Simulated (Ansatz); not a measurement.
# Direct or indirect: ZnO (P6_3mc)

```cif
data_structure
_symmetry_space_group_name_H-M 'P6_3mc'
_symmetry_Int_Tables_number 186
_cell_length_a 3.2493
_cell_length_b 3.2493
_cell_length_c 5.2057
_cell_angle_alpha 90.000
_cell_angle_beta 90.000
_cell_angle_gamma 120.000
_cell_volume 47.60
loop_
_atom_site_label
_atom_site_type_symbol
_atom_site_symmetry_multiplicity
_atom_site_Wyckoff_symbol
_atom_site_fract_x
_atom_site_fract_y
_atom_site_fract_z
_atom_site_occupancy
Zn1 Zn 2 b 0.66667 0.33333 0.00000 1
O1 O 2 b 0.33333 0.66667 0.87901 1
```

Method: Ansatz, PBE, independent particles, without spin-orbit coupling, line width 0.15 eV (Gaussian). The band structure gives a fundamental gap of 0.80 eV. The spectrum of vertical transitions near the edge:

```tsv
E (eV)	Im ε, E ∥ xy	Im ε, E ∥ z
0.36	0.00	0.00
0.48	0.00	0.00
0.60	0.02	0.00
0.72	0.18	0.06
0.84	0.64	0.33
0.96	1.16	0.86
1.08	1.46	1.31
1.20	1.59	1.55
1.32	1.64	1.66
1.44	1.66	1.72
1.56	1.65	1.74
1.68	1.64	1.75
1.80	1.62	1.75
1.92	1.59	1.74
2.04	1.57	1.73
```

Question: Is the gap direct or indirect, and about where do vertical transitions set in?

Answer: Direct: the band path has its least direct gap at the fundamental one, 0.80 eV, and the curves rise from there. Lines are broadened by 0.15 eV, which spreads the edge.

[Logs are printed without paths, hosts, clocks, repeated set-up lines and the standing remarks that a program may print on its own settings, such as how far it seeks lower states.]
